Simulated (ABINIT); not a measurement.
# A GW run on CdS (Greenockite) in ABINIT, with inputs changed

What do changed inputs do to GW on CdS (Greenockite)?

Method: PBE and many-body steps on it, plane waves, in ABINIT 10.8.3.

The database entry behind the starting cell differs from later determinations by our own check (about 0.35 % long), so it need not match the best structure at ambient conditions.

## Step 1: The structure

The structure is hexagonal, space group P6_3mc (No. 186). The conventional cell has a = 4.150 Å, b = 4.150 Å, c = 6.737 Å, α = 90.00°, β = 90.00°, γ = 120.00°. Cd has 4 S at 2.53 to 2.54 Å nearest. Nearest to S lie 4 Cd at 2.53 to 2.54 Å. Farther neighbours and most contacts between anions are not listed.

As a file:

```cif
data_structure
_symmetry_space_group_name_H-M 'P 1'
_symmetry_Int_Tables_number 1
_cell_length_a 4.1500
_cell_length_b 4.1500
_cell_length_c 6.7370
_cell_angle_alpha 90.000
_cell_angle_beta 90.000
_cell_angle_gamma 120.000
_cell_volume 100.48
loop_
_atom_site_label
_atom_site_type_symbol
_atom_site_fract_x
_atom_site_fract_y
_atom_site_fract_z
_atom_site_occupancy
Cd1 Cd 0.33333 0.66667 0.00000 1
Cd2 Cd 0.66667 0.33333 0.50000 1
S3 S 0.33333 0.66667 0.37500 1
S4 S 0.66667 0.33333 0.87500 1
```

The cell and positions come from the Crystallography Open Database and are kept as given unless a step says otherwise.

## Step 2: Screening, 3×3×2 mesh, 165 bands, screening to 152.4 eV

This step: ABINIT 10.8.3; RPA screening on PBE, plane waves, norm-conserving pseudopotentials.

The RPA dielectric matrix is built and inverted for each q.

run.abi

```
acell 3*1.0 Angstrom
rprim 
  4.149999999997 0.000000000001 0.000000000000
  -2.074999999999 3.594005425702 0.000000000000
  0.000000000000 0.000000000000 6.737000000000
ntypat 2
znucl 48 16
natom 4
typat 1 1 2 2
xred 
  0.333333333333 0.666666666667 0.000000000000
  0.666666666667 0.333333333333 0.500000000000
  0.333333333333 0.666666666667 0.375000000000
  0.666666666667 0.333333333333 0.875000000000
pp_dirpath "pseudos"
pseudos "Cd.upf, S.upf"
ecut 47
ngkpt 3 3 2
nshiftk 1
shiftk 0 0 0
kptopt 1
chksymbreak 0
istwfk *1
occopt 1
irdwfk 1
optdriver 3
nband 165
ecuteps 5.6
inclvkb 2
awtr 1
symchi 1
indata_prefix "in"
outdata_prefix "out"
tmpdata_prefix "tmp"
```

Run with:

```bash
$ OMP_NUM_THREADS=1 mpirun -n 8 abinit run.abi > log
```

The log of the run:

```text
.Version 10.8.3 of ABINIT. v10.8.2 released Aug 2026.

 Symmetries : space group P6_3 m c (#186); Bravais hP (primitive hexag.)
[... echo of the input left out ...]
== DATASET  1 ==================================================================
-   mpi_nproc: 8, omp_nthreads: 1 (-1 if OMP is not activated)

--- !DatasetInfo
iteration_state: {dtset: 1, }
dimensions: {natom: 4, nkpt: 6, mband: 165, nsppol: 1, nspinor: 1, nspden: 1, mpw: 10458, }
cutoff_energies: {ecut:  47.0, pawecutdg:  -1.0, }
electrons: {nelect:   5.20000000E+01, charge:   0.00000000E+00, occopt:   1.00000000E+00, tsmear:   1.00000000E-02, }

 SCREENING: Calculation of the susceptibility and dielectric matrices

 Based on a program developped by R.W. Godby, V. Olevano, G. Onida, and L. Reining.
 Incorporated in ABINIT by V. Olevano, G.-M. Rignanese, and M. Torrent.
.Using double precision arithmetic ; gwpc =  8

[... cell and pseudopotentials left out ...]
--------------------------------------------------------------------------------

 ==== K-mesh for the wavefunctions ====
 Number of points in the irreducible wedge :     6
[... list of points left out ...]
 Together with 12 symmetry operations and time-reversal symmetry
 yields    18 points in the full Brillouin Zone.

 ==== Q-mesh for the screening function ====
 Number of points in the irreducible wedge :     6
[... list of points left out ...]
 Together with 12 symmetry operations and time-reversal symmetry
 yields    18 points in the full Brillouin Zone.

 setmesh: FFT mesh size selected  =    30x   30x   54
          total number of points  =        48600

 vcoul_init : cutoff-mode = AUXILIARY_FUNCTION
 q-points for optical limit:   1
     1)      0.000010    0.000020    0.000030

- screening: taking advantage of time-reversal symmetry
- Maximum band index for partially occupied states nbvw = 26
- Remaining bands to be divided among processors   nbcw = 139
- Number of bands treated by each node ~17

 Number of electrons calculated from density =   52.0000; Expected =   52.0000
 average of density, n =  0.076686
 r_s =    1.4602
 omega_plasma =   26.7124 [eV]

 calculating chi0 at frequencies [eV] :
  1    0.000000E+00    0.000000E+00
  2    0.000000E+00    2.671236E+01

--------------------------------------------------------------------------------
  q-point number  1        q = ( 0.000000, 0.000000, 0.000000) [r.l.u.]
--------------------------------------------------------------------------------
[... chi0 elements left out ...]
 For q-point:  0.000010 0.000020 0.000030
  dielectric constant =  13.9120
  dielectric constant without local fields =  14.7243

  Average fulfillment of the sum rule on Im[epsilon] for q-point    1 :     59.73  [%]
[... wings left out ...]
  q-point number  2        q = ( 0.333333, 0.000000, 0.000000) [r.l.u.]
--------------------------------------------------------------------------------
[... chi0 elements left out ...]
  Average fulfillment of the sum rule on Im[epsilon] for q-point    2 :     64.46  [%]

 [... 4 further q-points ...]
```

Elapsed: 2.6 min, on 8 MPI ranks of Arm Neoverse N1, shared host; peak memory 2.9 GiB.

This step gave:

| Quantity | Value |
| --- | --- |
| ε∞ with local fields, on this mesh, along the program's q direction | 13.91 |
| the same without local fields | 14.72 |
| plasma frequency | 26.71 eV |
| plane waves in the screening matrix | 403 |

Local fields lower ε∞ by 6 %. On a Γ-centred mesh this coarse the value itself is usually too large, while a short band sum pulls it down.

## Step 3: Base

The self-energy is evaluated for the states that the input lists, and the levels follow from it, in one-shot runs by the linearised quasiparticle equation.

This step: G0W0 on PBE, plane waves, norm-conserving pseudopotentials.

Edit run.abi of step 2 so:

```diff
@@ -25,8 +25,15 @@
 irdwfk 1
-optdriver 3
+optdriver 4
 nband 165
+gwcalctyp 0
+ecutsigx 47
+symsigma 1
+nkptgw 1
+kptgw 
+  0.0000000000 0.0000000000 0.0000000000
+bdgw 
+  25 28
 ecuteps 5.6
-inclvkb 2
-awtr 1
-symchi 1
+irdscr 1
+ppmodel 1
 indata_prefix "in"
```

The log of the run:

```text
.Version 10.8.3 of ABINIT. v10.8.2 released Aug 2026.

 Symmetries : space group P6_3 m c (#186); Bravais hP (primitive hexag.)
[... echo of the input left out ...]
== DATASET  1 ==================================================================
-   mpi_nproc: 8, omp_nthreads: 1 (-1 if OMP is not activated)

--- !DatasetInfo
iteration_state: {dtset: 1, }
dimensions: {natom: 4, nkpt: 6, mband: 165, nsppol: 1, nspinor: 1, nspden: 1, mpw: 10458, }
cutoff_energies: {ecut:  47.0, pawecutdg:  -1.0, }
electrons: {nelect:   5.20000000E+01, charge:   0.00000000E+00, occopt:   1.00000000E+00, tsmear:   1.00000000E-02, }

 SIGMA: Calculation of the GW corrections

 Based on a program developped by R.W. Godby, V. Olevano, G. Onida, and L. Reining.
 Incorporated in ABINIT by V. Olevano, G.-M. Rignanese, and M. Torrent.
.Using double precision arithmetic ; gwpc =  8

[... cell and pseudopotentials left out ...]
--------------------------------------------------------------------------------

 ==== K-mesh for the wavefunctions ====
 Number of points in the irreducible wedge :     6
[... list of points left out ...]
 Together with 12 symmetry operations and time-reversal symmetry
 yields    18 points in the full Brillouin Zone.

 ==== Q-mesh for screening function ====
 Number of points in the irreducible wedge :     6
[... list of points left out ...]
 Together with 12 symmetry operations and time-reversal symmetry
 yields    18 points in the full Brillouin Zone.

 vcoul_init : cutoff-mode = AUXILIARY_FUNCTION
 q-points for optical limit:   1
     1)      0.000010    0.000020    0.000030
 setmesh: FFT mesh size selected  =    45x   45x   80
          total number of points  =       162000

 Number of electrons calculated from density =   52.0000; Expected =   52.0000
 average of density, n =  0.076686
 r_s =    1.4602
 omega_plasma =   26.7124 [eV]

 === KS Band Gaps ===
  >>>> For spin  1
   Minimum direct gap =   1.1750 [eV], located at k-point      :   0.0000  0.0000  0.0000
   Fundamental gap    =   1.1750 [eV], Top of valence bands at :   0.0000  0.0000  0.0000
                                       Bottom of conduction at :   0.0000  0.0000  0.0000
 SIGMA fundamental parameters:
 PLASMON POLE MODEL  1
 number of plane-waves for SigmaX                10383
 number of plane-waves for SigmaC and W            403
 number of plane-waves for wavefunctions         10383
 number of bands                                   165
 number of independent spin polarizations            1
 number of spinorial components                      1
 number of k-points in IBZ                           6
 number of q-points in IBZ                           6
 number of symmetry operations                      12
 number of k-points in BZ                           18
 number of q-points in BZ                           18
 number of frequencies for dSigma/dE                 9
 frequency step for dSigma/dE [eV]                0.25
 number of omega for Sigma on real axis              0
 max omega for Sigma on real axis  [eV]           0.00
 zcut for avoiding poles [eV]                     0.10

 EPSILON^-1 parameters (SCR file):
 dimension of the eps^-1 matrix on file            403
 dimension of the eps^-1 matrix used               403
 number of plane-waves for wavefunctions         10383
 number of bands                                   165
 number of q-points in IBZ                           6
 number of frequencies                               2
 number of real frequencies                          1
 number of imag frequencies                          1

 matrix elements of self-energy operator (all in [eV])

 Perturbative Calculation

--- !SelfEnergy_ee
iteration_state: {dtset: 1, }
kpoint     : [   0.000,    0.000,    0.000, ]
spin       : 1
KS_gap     :    1.175
QP_gap     :    2.006
Delta_QP_KS:    0.831
data: !SigmaeeData |
     Band     E0 <VxcDFT>   SigX SigC(E0)      Z dSigC/dE  Sig(E)    E-E0       E
       25   4.259 -15.271 -18.229   2.336   0.778  -0.285 -15.754  -0.484   3.775
       26   4.259 -15.271 -18.229   2.336   0.778  -0.285 -15.754  -0.484   3.775
       27   5.434 -10.670  -6.577  -3.665   0.812  -0.231 -10.323   0.347   5.781
       28   7.023 -11.014  -6.546  -3.890   0.814  -0.228 -10.544   0.470   7.493

== END DATASET(S) ==============================================================
================================================================================

 -outvars: echo values of variables after computation  --------
           etotal      0.0000000000E+00
            nband         165
             nkpt           6
          spgroup         186
 [... the other variables as echoed above ...]

 Calculation completed.
```

Wall time 16 s (8 MPI ranks); peak memory 2.1 GiB; 2 min of CPU time.

Numbers from this step:

| Property | Result |
| --- | --- |
| G0W0 gap on the points computed | 2.006 eV |
| starting gap on the mesh | 1.175 eV |
| k of the valence top | 0, 0, 0 |
| k of the conduction bottom | 0, 0, 0 |
| Z at the valence top | 0.778 |
| Z at the conduction bottom | 0.812 |
| least direct G0W0 gap on the computed points | 2.006 eV |

The gap on the mesh goes from 1.18 eV to 2.01 eV, a correction of +0.83 eV.

## Step 4: Coulomb singularity

Edit run.abi of step 3 so:

```diff
@@ -38,2 +38,3 @@
 ppmodel 1
+gw_icutcoul 3
 indata_prefix "in"
```

The log of the run:

```text
.Version 10.8.3 of ABINIT. v10.8.2 released Aug 2026.

 Symmetries : space group P6_3 m c (#186); Bravais hP (primitive hexag.)
[... echo of the input left out ...]
== DATASET  1 ==================================================================
-   mpi_nproc: 8, omp_nthreads: 1 (-1 if OMP is not activated)

--- !DatasetInfo
iteration_state: {dtset: 1, }
dimensions: {natom: 4, nkpt: 6, mband: 165, nsppol: 1, nspinor: 1, nspden: 1, mpw: 10458, }
cutoff_energies: {ecut:  47.0, pawecutdg:  -1.0, }
electrons: {nelect:   5.20000000E+01, charge:   0.00000000E+00, occopt:   1.00000000E+00, tsmear:   1.00000000E-02, }

 SIGMA: Calculation of the GW corrections

 Based on a program developped by R.W. Godby, V. Olevano, G. Onida, and L. Reining.
 Incorporated in ABINIT by V. Olevano, G.-M. Rignanese, and M. Torrent.
.Using double precision arithmetic ; gwpc =  8

[... cell and pseudopotentials left out ...]
--------------------------------------------------------------------------------

 ==== K-mesh for the wavefunctions ====
 Number of points in the irreducible wedge :     6
[... list of points left out ...]
 Together with 12 symmetry operations and time-reversal symmetry
 yields    18 points in the full Brillouin Zone.

 ==== Q-mesh for screening function ====
 Number of points in the irreducible wedge :     6
[... list of points left out ...]
 Together with 12 symmetry operations and time-reversal symmetry
 yields    18 points in the full Brillouin Zone.

 vcoul_init : cutoff-mode = CRYSTAL
 q-points for optical limit:   1
     1)      0.000010    0.000020    0.000030
 setmesh: FFT mesh size selected  =    45x   45x   80
          total number of points  =       162000

 Number of electrons calculated from density =   52.0000; Expected =   52.0000
[...]
number of k-points in IBZ                           6
 number of q-points in IBZ                           6
 number of symmetry operations                      12
 number of k-points in BZ                           18
 number of q-points in BZ                           18
 number of frequencies for dSigma/dE                 9
 frequency step for dSigma/dE [eV]                0.25
 number of omega for Sigma on real axis              0
 max omega for Sigma on real axis  [eV]           0.00
 zcut for avoiding poles [eV]                     0.10

 EPSILON^-1 parameters (SCR file):
 dimension of the eps^-1 matrix on file            403
 dimension of the eps^-1 matrix used               403
 number of plane-waves for wavefunctions         10383
 number of bands                                   165
 number of q-points in IBZ                           6
 number of frequencies                               2
 number of real frequencies                          1
 number of imag frequencies                          1

 matrix elements of self-energy operator (all in [eV])

 Perturbative Calculation

--- !SelfEnergy_ee
iteration_state: {dtset: 1, }
kpoint     : [   0.000,    0.000,    0.000, ]
spin       : 1
KS_gap     :    1.175
QP_gap     :    2.000
Delta_QP_KS:    0.825
data: !SigmaeeData |
     Band     E0 <VxcDFT>   SigX SigC(E0)      Z dSigC/dE  Sig(E)    E-E0       E
       25   4.259 -15.271 -17.993   2.227   0.782  -0.279 -15.658  -0.387   3.872
       26   4.259 -15.271 -17.993   2.227   0.782  -0.279 -15.658  -0.387   3.872
       27   5.434 -10.670  -6.577  -3.556   0.817  -0.225 -10.232   0.438   5.872
       28   7.023 -11.014  -6.546  -3.781   0.818  -0.222 -10.452   0.562   7.585

== END DATASET(S) ==============================================================
================================================================================

 -outvars: echo values of variables after computation  --------
           etotal      0.0000000000E+00
            nband         165
             nkpt           6
          spgroup         186
 [... the other variables as echoed above ...]

 Calculation completed.
```

Elapsed: 16 s, on 8 MPI ranks; peak memory 2.1 GiB.

Numbers from this step:

```
G0W0 gap on the points computed              : 2 eV
starting gap on the mesh                     : 1.175 eV
k of the valence top                         : 0, 0, 0
k of the conduction bottom                   : 0, 0, 0
Z at the valence top                         : 0.782
Z at the conduction bottom                   : 0.817
least direct G0W0 gap on the computed points : 2 eV
```

Against G0W0 in ABINIT (3×3×2 mesh, 165 bands, screening to 152.4 eV, Godby-Needs plasmon pole), the gap moves by −0.006 eV.

## Step 5: Side by side

Times are wall times on 8 MPI ranks of Arm Neoverse N1, shared host, good to a factor of about two. A run's time includes the screening step that it read.

```
                run   mesh  bands  screening cutoff (eV)  DFT gap (eV)  gap on the mesh (eV)  direct (eV)  ε∞ used     time
               base  3×3×2    165                  152.4         1.175                 2.006        2.006    13.91  2.9 min
Coulomb singularity  3×3×2    165                  152.4         1.175                 2.000        2.000    13.91  2.9 min
```

## Step 6: Summary of results

| Quantity | Value |
| --- | --- |
| base | 2.006 eV |
| Coulomb singularity | 2.000 eV |
| known limits | not at the basis limit; no spin-orbit coupling; coarse k mesh |

In words: Coulomb singularity: −0.006 eV against base (keys changed: gw_icutcoul). Bands and cutoff are finite, so the gap is not at the basis limit. The miss can reach some tenths of an eV and take either sign; the mesh is an error of its own. In the first G0W0 run levels were corrected at 1 k point alone, so a gap called «on the mesh» is the least over those, and an edge elsewhere would be missed. The 3×3×2 mesh is coarse for this cell, which bears on the long-range parts of exchange and screening. The many-body steps are scalar-relativistic: spin-orbit coupling is not in them.

[Paths, hosts, dates, memory and timing lines, banners, echoed tables and standing remarks are left out of the program output.]

[Logs are printed without paths, hosts, clocks, repeated set-up lines and the standing remarks that a program may print on its own settings, such as how far it seeks lower states.]

[Runs of the session that timed out or met a known fault of the program may be left out.]

[No measured gap is set beside runs whose start may be inverted or whose files or cutoffs have a known fault.]

[Hosts, paths, dates, database ids (printed as entryN), source tags and the programs' standing remarks are cut or masked in the printed files.]

[G0W0 gaps are taken among the corrected bands and points alone; a level outside them can change the order at an edge.]

[Where Ansatz stands beside ABINIT at settings called matched, ABINIT's density can come from a denser mesh and the files from another edition; pairs whose starting gaps differed by over 0.03 eV were left out, so agreement reads better than it is.]
